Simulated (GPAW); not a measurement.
# ZrSe3 (P2_1/m): G0W0 with GPAW, start to end

Wanted: ground state, empty states, screening and self-energy for ZrSe3 (P2_1/m).

Main program and level: GPAW 26.7.0; LDA and many-body steps on it, plane waves.

This is a report of a sequence of runs, with most program output left out.

## 1. The starting structure

Symmetry: P2_1/m, No. 11, monoclinic system. Conventional cell: a = 5.411 Å, b = 3.749 Å, c = 9.444 Å, α = 90.00°, β = 97.48°, γ = 90.00°. Nearest to Zr lie 8 Se at 2.72 to 2.87 Å. Nearest to Se lie 4 Zr at 2.72 to 2.87 Å. Nearest to Se lie 1 Se at 2.34 Å and 2 Zr at 2.73 Å. Nearest to Se lie 1 Se at 2.34 Å and 2 Zr at 2.74 Å. Farther neighbours and most contacts between anions are not listed.

The cell and positions come from the Crystallography Open Database and are kept as given unless a step says otherwise.

## 2. Ground state

This step: GPAW 26.7.0; DFT, LDA, plane waves, PAW.

The ground-state density comes first.

The input, run.py:

```python
import json
import numpy as np
from gpaw.mpi import world
from ase import Atoms
from gpaw import GPAW, PW, FermiDirac

atoms = Atoms(['Zr', 'Zr', 'Se', 'Se', 'Se', 'Se', 'Se', 'Se'],
    cell=[[5.4109000000, 0.0000000000, 0.0000000000],
      [0.0000000000, 3.7488000000, 0.0000000000],
      [-1.2294209091, 0.0000000000, 9.3636349901]],
    scaled_positions=[[0.2850000000, 0.2500000000, 0.6560000000],
      [0.7150000000, 0.7500000000, 0.3440000000],
      [0.7620000000, 0.2500000000, 0.5540000000],
      [0.2380000000, 0.7500000000, 0.4460000000],
      [0.4560000000, 0.2500000000, 0.1740000000],
      [0.5440000000, 0.7500000000, 0.8260000000],
      [0.8880000000, 0.2500000000, 0.1690000000],
      [0.1120000000, 0.7500000000, 0.8310000000]],
    pbc=(True, True, True))
calc = GPAW(mode=PW(450),
    xc='LDA',
    kpts={'size': (4, 6, 4), 'gamma': True},
    occupations=FermiDirac(0.001),
    nbands=-10,
    convergence={'density': 1e-6, 'bands': -3},
    maxiter=100,
    txt='gs.txt')
atoms.calc = calc
res = {'energy': atoms.get_potential_energy()}
kpts = calc.get_ibz_k_points()
res['kpts'] = kpts
res['eigenvalues'] = [calc.get_eigenvalues(kpt=k) for k in range(len(kpts))]
res['n_electrons'] = calc.get_number_of_electrons()
calc.write('gs.gpw')

if world.rank == 0:
    with open('result.json', 'w') as f:
        json.dump(res, f, default=lambda x: x.tolist())
```

Run with:

```console
mpirun -n 8 gpaw python run.py
```

The job ended after 94 s (8 MPI ranks of Arm Neoverse V1, shared host; peak memory 1.7 GiB; 12 min of CPU time).

Numbers from this step:

```yaml
total_energy: -49.99 eV
gap: 0.2904 eV
k_of_the_valence_top: 0, 0, 0
k_of_the_conduction_bottom: 0.5, 0.1667, 0
least_direct_gap: 0.5805 eV
```

The gap is indirect, with the least direct gap 0.29 eV higher.

## 3. Bands along the symmetry lines

Levels along a band path, at the cheap level, show where the edges lie and whether the meshes to come will hold them.

The input, run.py:

```python
import json
import numpy as np
from gpaw.mpi import world
from gpaw import GPAW

path = [[0.000000, 0.000000, 0.000000],
    [0.000000, 0.062500, 0.000000],
    [0.000000, 0.125000, 0.000000],
    [0.000000, 0.187500, 0.000000],
    [0.000000, 0.250000, 0.000000],
    [0.000000, 0.312500, 0.000000],
    [0.000000, 0.375000, 0.000000],
    [0.000000, 0.437500, 0.000000],
    [0.000000, 0.500000, 0.000000],
    [0.000000, 0.500000, 0.062500],
    [0.000000, 0.500000, 0.125000],
    [0.000000, 0.500000, 0.187500],
    [0.000000, 0.500000, 0.250000],
    [0.000000, 0.500000, 0.312500],
    [0.000000, 0.500000, 0.375000],
    [0.000000, 0.500000, 0.437500],
    [0.000000, 0.500000, 0.500000],
    [0.000000, 0.437500, 0.500000],
    [0.000000, 0.375000, 0.500000],
    [0.000000, 0.312500, 0.500000],
    [0.000000, 0.250000, 0.500000],
    [0.000000, 0.187500, 0.500000],
    [0.000000, 0.125000, 0.500000],
    [0.000000, 0.062500, 0.500000],
    [0.000000, 0.000000, 0.500000],
    [0.000000, 0.000000, 0.437500],
    [0.000000, 0.000000, 0.375000],
    [0.000000, 0.000000, 0.312500],
    [0.000000, 0.000000, 0.250000],
    [0.000000, 0.000000, 0.187500],
    [0.000000, 0.000000, 0.125000],
    [0.000000, 0.000000, 0.062500],
    [0.000000, 0.000000, 0.000000],
    [-0.062500, 0.000000, 0.062500],
    [-0.125000, 0.000000, 0.125000],
    [-0.187500, 0.000000, 0.187500],
    [-0.250000, 0.000000, 0.250000],
    [-0.312500, 0.000000, 0.312500],
    [-0.375000, 0.000000, 0.375000],
    [-0.437500, 0.000000, 0.437500],
    [-0.500000, 0.000000, 0.500000],
    [-0.500000, 0.062500, 0.500000],
    [-0.500000, 0.125000, 0.500000],
    [-0.500000, 0.187500, 0.500000],
    [-0.500000, 0.250000, 0.500000],
    [-0.500000, 0.312500, 0.500000],
    [-0.500000, 0.375000, 0.500000],
    [-0.500000, 0.437500, 0.500000],
    [-0.500000, 0.500000, 0.500000],
    [-0.437500, 0.500000, 0.437500],
    [-0.375000, 0.500000, 0.375000],
    [-0.312500, 0.500000, 0.312500],
    [-0.250000, 0.500000, 0.250000],
    [-0.187500, 0.500000, 0.187500],
    [-0.125000, 0.500000, 0.125000],
    [-0.062500, 0.500000, 0.062500],
    [0.000000, 0.500000, 0.000000],
    [-0.062500, 0.500000, 0.000000],
    [-0.125000, 0.500000, 0.000000],
    [-0.187500, 0.500000, 0.000000],
    [-0.250000, 0.500000, 0.000000],
    [-0.312500, 0.500000, 0.000000],
    [-0.375000, 0.500000, 0.000000],
    [-0.437500, 0.500000, 0.000000],
    [-0.500000, 0.500000, 0.000000],
    [-0.500000, 0.437500, 0.000000],
    [-0.500000, 0.375000, 0.000000],
    [-0.500000, 0.312500, 0.000000],
    [-0.500000, 0.250000, 0.000000],
    [-0.500000, 0.187500, 0.000000],
    [-0.500000, 0.125000, 0.000000],
    [-0.500000, 0.062500, 0.000000],
    [-0.500000, 0.000000, 0.000000],
    [-0.437500, 0.000000, 0.000000],
    [-0.375000, 0.000000, 0.000000],
    [-0.312500, 0.000000, 0.000000],
    [-0.250000, 0.000000, 0.000000],
    [-0.187500, 0.000000, 0.000000],
    [-0.125000, 0.000000, 0.000000],
    [-0.062500, 0.000000, 0.000000],
    [0.000000, 0.000000, 0.000000]]
calc = GPAW('gs.gpw').fixed_density(kpts=path,
    symmetry='off',
    nbands=40,
    convergence={'bands': 36},
    txt='bands.txt')
res = {}
kpts = calc.get_ibz_k_points()
res['kpts'] = kpts
res['eigenvalues'] = [calc.get_eigenvalues(kpt=k) for k in range(len(kpts))]
res['n_electrons'] = calc.get_number_of_electrons()

if world.rank == 0:
    with open('result.json', 'w') as f:
        json.dump(res, f, default=lambda x: x.tolist())
```

Run with:

```console
mpirun -n 8 gpaw python run.py
```

Elapsed: 2.2 min, on 8 MPI ranks; peak memory 2 GiB.

This step gave:

```yaml
gap: 0.2856 eV
k_of_the_valence_top: -0.125, 0, 0
k_of_the_conduction_bottom: -0.5, 0.125, 0
least_direct_gap: 0.5774 eV
```

The gap is 0.286 eV, −0.005 eV from the run before at this level.

The electronic bands at the labelled points (eV, zero at the top of the highest filled band):

| point | band 27 | band 28 | band 29 | band 30 | band 31 | band 32 | band 33 | band 34 |
| --- | --- | --- | --- | --- | --- | --- | --- | --- |
| Γ | -0.69 | -0.58 | -0.12 | 0.00 | 0.64 | 1.01 | 2.64 | 2.83 |
| halfway | -1.28 | -1.22 | -1.02 | -0.88 | 1.76 | 1.96 | 2.68 | 2.80 |
| Z | -1.69 | -1.69 | -1.15 | -1.15 | 2.38 | 2.38 | 2.77 | 2.77 |
| halfway | -1.79 | -1.79 | -1.14 | -1.14 | 2.40 | 2.40 | 2.78 | 2.78 |
| D | -1.91 | -1.91 | -1.14 | -1.14 | 2.41 | 2.41 | 2.78 | 2.78 |
| halfway | -1.22 | -1.09 | -0.98 | -0.91 | 1.60 | 2.19 | 2.64 | 2.86 |
| B | -0.69 | -0.59 | -0.15 | -0.10 | 0.48 | 1.18 | 2.65 | 2.80 |
| halfway | -0.69 | -0.58 | -0.14 | -0.05 | 0.53 | 1.13 | 2.66 | 2.79 |
| Γ | -0.69 | -0.58 | -0.12 | 0.00 | 0.64 | 1.01 | 2.64 | 2.83 |
| halfway | -0.87 | -0.57 | -0.56 | -0.09 | 0.78 | 1.13 | 1.81 | 2.09 |
| A | -1.49 | -0.89 | -0.45 | -0.42 | 0.31 | 0.54 | 1.14 | 1.23 |
| halfway | -1.34 | -1.18 | -1.05 | -0.99 | 0.36 | 0.53 | 2.08 | 2.19 |
| E | -1.67 | -1.67 | -1.42 | -1.42 | 0.55 | 0.55 | 2.51 | 2.51 |
| halfway | -1.55 | -1.55 | -1.27 | -1.27 | 2.25 | 2.25 | 2.40 | 2.40 |
| Z | -1.69 | -1.69 | -1.15 | -1.15 | 2.38 | 2.38 | 2.77 | 2.77 |
| halfway | -1.51 | -1.51 | -1.20 | -1.20 | 2.10 | 2.10 | 2.46 | 2.46 |
| C2 | -1.82 | -1.82 | -1.32 | -1.32 | 0.54 | 0.54 | 2.42 | 2.42 |
| halfway | -1.30 | -1.27 | -1.18 | -1.00 | 0.33 | 0.54 | 2.01 | 2.06 |
| Y2 | -0.98 | -0.56 | -0.37 | -0.30 | 0.30 | 0.64 | 1.11 | 1.20 |
| halfway | -0.56 | -0.51 | -0.37 | -0.06 | 0.83 | 1.08 | 1.81 | 2.14 |
| Γ | -0.69 | -0.58 | -0.12 | 0.00 | 0.64 | 1.01 | 2.64 | 2.83 |

## 4. Empty states on the mesh, 4×4×2 mesh, 262 bands

The sums over transitions need many empty states on a uniform mesh; this step solves for them.

The input, run.py:

```python
import json
import numpy as np
from gpaw.mpi import world
from gpaw import GPAW

calc = GPAW('gs.gpw').fixed_density(kpts={'size': (4, 4, 2), 'gamma': True},
    nbands=305,
    convergence={'bands': 262},
    txt='nscf.txt')
calc.write('full.gpw', mode='all')
res = {}
kpts = calc.get_ibz_k_points()
res['kpts'] = kpts
res['eigenvalues'] = [calc.get_eigenvalues(kpt=k) for k in range(len(kpts))]
res['n_electrons'] = calc.get_number_of_electrons()

if world.rank == 0:
    with open('result.json', 'w') as f:
        json.dump(res, f, default=lambda x: x.tolist())
```

Run with:

```console
mpirun -n 8 gpaw python run.py
```

The job ended after 3.1 min (8 MPI ranks; peak memory 2.1 GiB; 22 min of CPU time).

Numbers from this step:

```yaml
gap: 0.3077 eV
k_of_the_valence_top: 0, 0, 0
k_of_the_conduction_bottom: 0.5, 0, 0
least_direct_gap: 0.5848 eV
k_points_computed: 20
lowest_point_of_the_top_converged_band_above_the_valence_top: 56.1388 eV
```

On this mesh the gap is 0.308 eV.

## 5. Screening and self-energy, 4×4×2 mesh, 252 bands, screening to 70 eV

Now the one-shot GW correction: screening in the RPA, then the self-energy of the levels asked for.

This step: G0W0 on LDA, plane waves, PAW.

The input, run.py:

```python
import json
import numpy as np
from gpaw.mpi import world
from gpaw.response.g0w0 import G0W0

gw = G0W0('full.gpw',
    filename='gw',
    kpts=[0, 1, 14],
    bands=(28, 32),
    ecut=70,
    nbands=252,
    integrate_gamma='WS',
    ppa=True)
gw.calculate()
res = {mode: {k: v for k, v in r.items() if k != 'sigma_eskwn'}
       for mode, r in gw.all_results.items()}

if world.rank == 0:
    with open('result.json', 'w') as f:
        json.dump(res, f, default=lambda x: x.tolist())
```

Run with:

```console
mpirun -n 8 gpaw python run.py
```

The job ended after 5.8 min (8 MPI ranks; peak memory 3.8 GiB; 40 min of CPU time).

Numbers from this step:

```
G0W0 gap on the points computed              : 0.8951 eV
least direct G0W0 gap on the computed points : 1.228 eV
Z at the valence top                         : 0.7902
Z at the conduction bottom                   : 0.7922
starting gap on the mesh                     : 0.3077 eV
k of the valence top                         : 0, 0, 0
k of the conduction bottom                   : 0.5, 0, 0
```

The gap on the mesh goes from 0.31 eV to 0.90 eV, a correction of +0.59 eV.

Limits: finite bands, cutoff and mesh; no spin-orbit coupling; coarse k mesh. v1 is the top filled band, c1 the lowest empty one. The levels before and after the correction (eV, zero at the valence-band top of each column):

|  | conduction bottom | valence top |
| --- | --- | --- |
| Kohn-Sham | 0.31 | 0.00 |
| G0W0 | 0.90 | 0.00 |

|  | level | energy (eV) |
| --- | --- | --- |
| Kohn-Sham | Γ v2 | -0.118 |
| Kohn-Sham | Γ v1 | 0.000 |
| Kohn-Sham | Γ c1 | 0.647 |
| Kohn-Sham | Γ c2 | 1.016 |
| Kohn-Sham | (0.5 0 0) v2 | -0.365 |
| Kohn-Sham | (0.5 0 0) v1 | -0.293 |
| Kohn-Sham | (0.5 0 0) c1 | 0.308 |
| Kohn-Sham | (0.5 0 0) c2 | 0.647 |
| G0W0 | Γ v2 | -0.030 |
| G0W0 | Γ v1 | 0.000 |
| G0W0 | Γ c1 | 1.358 |
| G0W0 | Γ c2 | 1.904 |
| G0W0 | (0.5 0 0) v2 | -0.423 |
| G0W0 | (0.5 0 0) v1 | -0.333 |
| G0W0 | (0.5 0 0) c1 | 0.895 |
| G0W0 | (0.5 0 0) c2 | 1.327 |

## 6. Where the time went

Times are wall times on 8 MPI ranks of Arm Neoverse V1, shared host, good to a factor of about two.

| step | time | share | memory (GiB) |
| --- | --- | --- | --- |
| ground state | 94 s | 12 % | 1.7 |
| bands along the symmetry lines | 2.2 min | 17 % | 2.0 |
| empty states on the mesh | 3.1 min | 24 % | 2.1 |
| screening and self-energy | 5.8 min | 46 % | 3.8 |

## 7. What came out

| Item | Value |
| --- | --- |
| LDA gap | 0.29 eV, indirect |
| G0W0 gap on the mesh | 0.90 eV |
| G0W0 gap over the zone (rigid shift) | 0.87 eV |
| GW settings | 4×4×2 mesh, 252 bands, screening to 70 eV, Godby-Needs plasmon pole |
| known limits | not at the basis limit; no spin-orbit coupling; coarse k mesh |

**Reading.** G0W0 moves the gap on the mesh from 0.31 eV to 0.90 eV (+0.59 eV), with Z of 0.79 and 0.79 at the edges. The mesh misses the band edges by 0.02 eV in all; a rigid shift gives 0.87 eV for the zone. Only 3 of the mesh's irreducible points were corrected, so a valley elsewhere could overtake. The dearest step here is «screening and self-energy». Bands and cutoff are finite, so the gap is not at the basis limit. The miss can reach some tenths of an eV and take either sign; the mesh is an error of its own. These stock PAW sets were not made for GW; the filled d or f shell of Se lies in the frozen core, which bears on start and correction. In the G0W0 run levels were corrected at 3 k points alone, so a gap called «on the mesh» is the least over those, and an edge elsewhere would be missed. The 4×4×2 mesh is coarse for this cell, which bears on the long-range parts of exchange and screening. The many-body steps are scalar-relativistic: spin-orbit coupling is not in them.

[Paths, hosts, dates, memory and timing lines, banners, echoed tables and standing remarks are left out of the program output.]

[Logs are printed without paths, hosts, clocks, repeated set-up lines and the standing remarks that a program may print on its own settings, such as how far it seeks lower states.]

[Runs of the session that timed out or met a known fault of the program may be left out.]

[Hosts, paths, dates, database ids (printed as entryN), source tags and the programs' standing remarks are cut or masked in the printed files.]
